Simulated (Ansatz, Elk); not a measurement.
## HfB4W: X-ray structure factors from the self-consistent density

Structure refinements treat a crystal as free atoms side by side. For a made-up structure of HfB4W (cell and positions from a PBEsol relaxation) the runs below show what the calculated density changes in F(hkl).

Main program and level: Elk 11.2.3 (patched build); DFT, PBE, all-electron APW+lo, Dirac cores, scalar-relativistic bands, static density, no spin.

This account leaves out most program logs.

The structure was built from a prototype and need not be the compound's stable phase.

### 1. Set-up

Symmetry: P6/mmm, No. 191, hexagonal system. The conventional cell has a = 3.093 Å, b = 3.093 Å, c = 6.622 Å, α = 90.00°, β = 90.00°, γ = 120.00°. W has 12 B at 2.40 Å nearest. Hf has 12 B at 2.47 Å nearest. Nearest to B lie 3 B at 1.79 Å and 3 W at 2.40 Å and 3 Hf at 2.47 Å. Farther neighbours are not listed.

### 2. Ground state and structure factors

An all-electron density is needed, since X-rays see the cores too. Task 0 finds the density and task 195 Fourier-transforms it; tshift is off so that phases refer to the origin typed.

elk.in

```
tasks
  0
  195

xctype
  20

spinpol
  .false.

rgkmax
  7.0

gmaxvr
  14.0

lmaxo
  7

lmaxapw
  8

swidth
  0.002

tshift
  .false.

ramdisk
  .false.

hmaxvr
  5.5

maxscl
  120

epspot
  1e-06

sppath
  './'

avec
  5.84426849539 0.00000000000 0.00000000000
  -2.92213424770 5.06128498355 -0.00000000000
  0.00000000000 -0.00000000000 12.51435882471

atoms
  3
  'W.in'
  1
  0.0000000000 0.0000000000 0.5000000000   0.000000 0.000000 0.000000
  'Hf.in'
  1
  0.0000000000 0.0000000000 0.0000000000   0.000000 0.000000 0.000000
  'B.in'
  4
  0.6666666667 0.3333333333 0.2567787765   0.000000 0.000000 0.000000
  0.6666666667 0.3333333333 0.7432212235   0.000000 0.000000 0.000000
  0.3333333333 0.6666666667 0.2567787765   0.000000 0.000000 0.000000
  0.3333333333 0.6666666667 0.7432212235   0.000000 0.000000 0.000000

ngridk
  8 8 4
```

Run with:

```console
$ OMP_NUM_THREADS=4 elk
```

The job ended after 18 s (4 threads of AMD EPYC 9B45 (Zen 5), shared host; peak memory 0.21 GiB; 59 s of CPU time).

SFACRHO.OUT:

```text

h k l indices transformed by vhmat matrix:
   1.000000000       0.000000000       0.000000000    
   0.000000000       1.000000000       0.000000000    
   0.000000000       0.000000000       1.000000000    

      h      k      l  multipl.   |H|            Re(F)            Im(F)           |F|

      0      0      0      1   0.0000000       166.00000      0.18709036E-17   166.00000    
      0      0     -1      2  0.50207808      -2.7155425      0.20548484E-13   2.7155425    
      0      0      2      2   1.0041562       116.30884      0.41337771E-13   116.30884    
     -1      1      0      6   1.2414210       118.78280     -0.12200662E-13   118.78280    
     -1      1      1     12   1.3391073      -1.4404773     -0.65819363E-14   1.4404773    
      0      0     -3      2   1.5062343     -0.33837455      0.84441427E-13  0.33837455    
      0     -1      2     12   1.5967015       122.34632      0.39812688E-13   122.34632    
     -1      0      3     12   1.9518882      -1.9028801     -0.70635414E-13   1.9028801    
      0      0     -4      2   2.0083123       116.97608     -0.71036752E-13   116.97608    
     -2      1      0      6   2.1502042       113.79759     -0.25601149E-12   113.79759    
      2     -1     -1     12   2.2080445      -1.7982817      0.12521733E-13   1.7982817    
     -1      0      4     12   2.3610261       98.790497      0.58755822E-13   98.790497    
      2     -1     -2     12   2.3731219       95.081146     -0.26275571E-12   95.081146    
      2     -2      0      6   2.4828419       96.756401     -0.34675567E-13   96.756401    
      0      0     -5      2   2.5103904      -3.0054607      0.58755822E-13   3.0054607    
      2     -2     -1     12   2.5330982      -1.4151839      0.44949809E-14   1.4151839    
      1     -2      3     12   2.6252847     -0.71198683     -0.61966522E-13  0.71198683    
      2      0      2     12   2.6782146       99.708591      0.62929733E-13   99.708591
```

Elk indexes on the primitive cell of elk.in and gives |H| = 4π sin θ/λ in inverse bohr. Below, one row stands for each form hkl of the conventional cell (m members, Friedel mates merged), F is for one primitive cell and the density is static (no thermal factor). Free-atom factors are Waasmaier and Kirfel's, and R is Σm||F|−|F'||/Σm|F|.

| hkl | m | sin θ/λ (Å⁻¹) | abs F, DFT | neutral atoms | diff. |
| --- | --- | --- | --- | --- | --- |
| 001 | 2 | 0.075 | 2.716 | 2.809 | -0.094 |
| 002 | 2 | 0.151 | 116.309 | 117.144 | -0.835 |
| 100 | 6 | 0.187 | 118.783 | 119.524 | -0.741 |
| 101 | 12 | 0.201 | 1.440 | 1.398 | +0.043 |
| 003 | 2 | 0.227 | 0.338 | 0.307 | +0.031 |
| 102 | 12 | 0.240 | 122.346 | 122.456 | -0.110 |
| 103 | 12 | 0.293 | 1.903 | 2.002 | -0.099 |
| 004 | 2 | 0.302 | 116.976 | 117.161 | -0.185 |
| 110 | 6 | 0.323 | 113.798 | 114.098 | -0.300 |
| 111 | 12 | 0.332 | 1.798 | 1.808 | -0.009 |
| 104 | 12 | 0.355 | 98.790 | 98.937 | -0.146 |
| 112 | 12 | 0.357 | 95.081 | 95.133 | -0.052 |
| 200 | 6 | 0.373 | 96.756 | 96.670 | +0.086 |
| 005 | 2 | 0.378 | 3.006 | 2.956 | +0.049 |
| 201 | 12 | 0.381 | 1.415 | 1.350 | +0.065 |
| 113 | 12 | 0.395 | 0.712 | 0.635 | +0.077 |
| 202 | 12 | 0.403 | 99.709 | 99.897 | -0.188 |
| 105 | 12 | 0.421 | 0.874 | 0.801 | +0.073 |
| 203 | 12 | 0.437 | 1.956 | 1.905 | +0.051 |
| 114 | 12 | 0.443 | 98.245 | 98.308 | -0.063 |
| 006 | 2 | 0.453 | 84.538 | 84.637 | -0.100 |
| 204 | 12 | 0.480 | 84.778 | 84.816 | -0.037 |

### 3. The highest occupied states alone

An energy window below the Fermi level keeps the highest occupied states, to see at which angles they scatter; shallow core shells can lie inside it and anion s states outside. No new self-consistency is needed.

Edit elk.in of step 2 so:

```diff
@@ -1,3 +1,2 @@
 tasks
-  0
   195
@@ -40,2 +39,5 @@
 
+wsfac
+  -0.040740 0.810500
+
 sppath
```

Run with:

```console
$ OMP_NUM_THREADS=4 elk
```

Elapsed: 3.8 s, on 4 threads; peak memory 0.16 GiB.

States within 15 eV below the Fermi level hold 35.99 electrons; any levels below the window count with the cores. Their amplitudes can exceed the total, where window and core parts have opposite phase:

| hkl | sin θ/λ (Å⁻¹) | abs F, window | abs F, all |
| --- | --- | --- | --- |
| 001 | 0.075 | 11.474 | 2.716 |
| 002 | 0.151 | 9.439 | 116.309 |
| 100 | 0.187 | 11.273 | 118.783 |
| 101 | 0.201 | 11.160 | 1.440 |
| 003 | 0.227 | 11.131 | 0.338 |
| 102 | 0.240 | 12.734 | 122.346 |
| 103 | 0.293 | 9.880 | 1.903 |
| 004 | 0.302 | 10.626 | 116.976 |
| 110 | 0.323 | 9.681 | 113.798 |
| 111 | 0.332 | 9.098 | 1.798 |

### 4. Another functional

The difference from free atoms is small, so it is set against the change that LDA (Perdew-Wang) makes.

Edit elk.in of step 3 so:

```diff
@@ -1,2 +1,3 @@
 tasks
+  0
   195
@@ -4,3 +5,3 @@
 xctype
-  20
+  3
 
@@ -39,5 +40,2 @@
 
-wsfac
-  -0.040740 0.810500
-
 sppath
```

Run with:

```console
$ OMP_NUM_THREADS=4 elk
```

Elapsed: 11 s, on 4 threads; peak memory 0.16 GiB.

Against the first run R = 0.03 %; the largest change is -0.047 at 308.

### 5. Basis size

The basis and the expansions that go with it are enlarged, to see whether the differences are converged.

Edit elk.in of step 4 so:

```diff
@@ -5,3 +5,3 @@
 xctype
-  3
+  20
 
@@ -11,12 +11,12 @@
 rgkmax
-  7.0
+  8.5
 
 gmaxvr
-  14.0
+  18.0
 
 lmaxo
-  7
+  9
 
 lmaxapw
-  8
+  10
```

Run with:

```console
$ OMP_NUM_THREADS=4 elk
```

Elapsed: 34 s, on 4 threads; peak memory 0.36 GiB.

Against the first run R = 0.00 %; the largest change is -0.023 at 006.

### 6. Settings against the effect

| run | R against the first run (%) | R against neutral atoms, low angle (%) | wall time |
| --- | --- | --- | --- |
| PBE, rgkmax 7 | 0.00 | 0.38 | 18 s |
| LDA (Perdew-Wang) | 0.03 | 0.36 | 11 s |
| rgkmax 8.5 with larger expansions | 0.00 | 0.38 | 34 s |

### 7. Results

- R against neutral atoms, sin θ/λ < 0.3 Å⁻¹: 0.38 %
- R against neutral atoms, 0.3 to 0.82 Å⁻¹: 0.22 %

What this shows: Independent neutral atoms miss the calculated amplitudes by R = 0.38 % below 0.3 Å⁻¹ and 0.22 % from there to 0.82 Å⁻¹; by shells, 3.45 % below 0.15 Å⁻¹ (1 form), 0.37 % 0.15 to 0.3 (6 forms), 0.18 % 0.3 to 0.45 (13 forms), 0.23 % above 0.45 (61 forms). Bonding, aspherical density and the tables' own atoms all enter these figures, and the runs don't part them. The largest change of an amplitude is -0.84 electrons, at 002. The window's part falls from 36.0 electrons at the origin to at most 6.67 between 0.45 and 0.82 Å⁻¹, where compact states inside the window still scatter. The window holds more than the 22 outer electrons of the free atoms, so shallow core shells lie inside it. Below 0.3 Å⁻¹ the changes that finished (LDA (Perdew-Wang) and rgkmax 8.5 with larger expansions) move F by R = 0.02 % at most, against the 0.38 % that separates it from free atoms. The k-mesh has no finished test. These runs have no spin, though d or f shells may be open. Spin-orbit coupling is left out, which can matter for elements this heavy. Part of the difference isn't bonding: the tables are fits to free atoms and ions calculated by other methods than this functional. Thermal motion, anomalous dispersion and extinction are left out.

[Logs are printed without paths, hosts, clocks, repeated set-up lines and the standing remarks that a program may print on its own settings, such as how far it seeks lower states.]

[Hosts, paths, dates, database ids (printed as entryN), source tags and the programs' standing remarks are cut or masked in the printed files.]
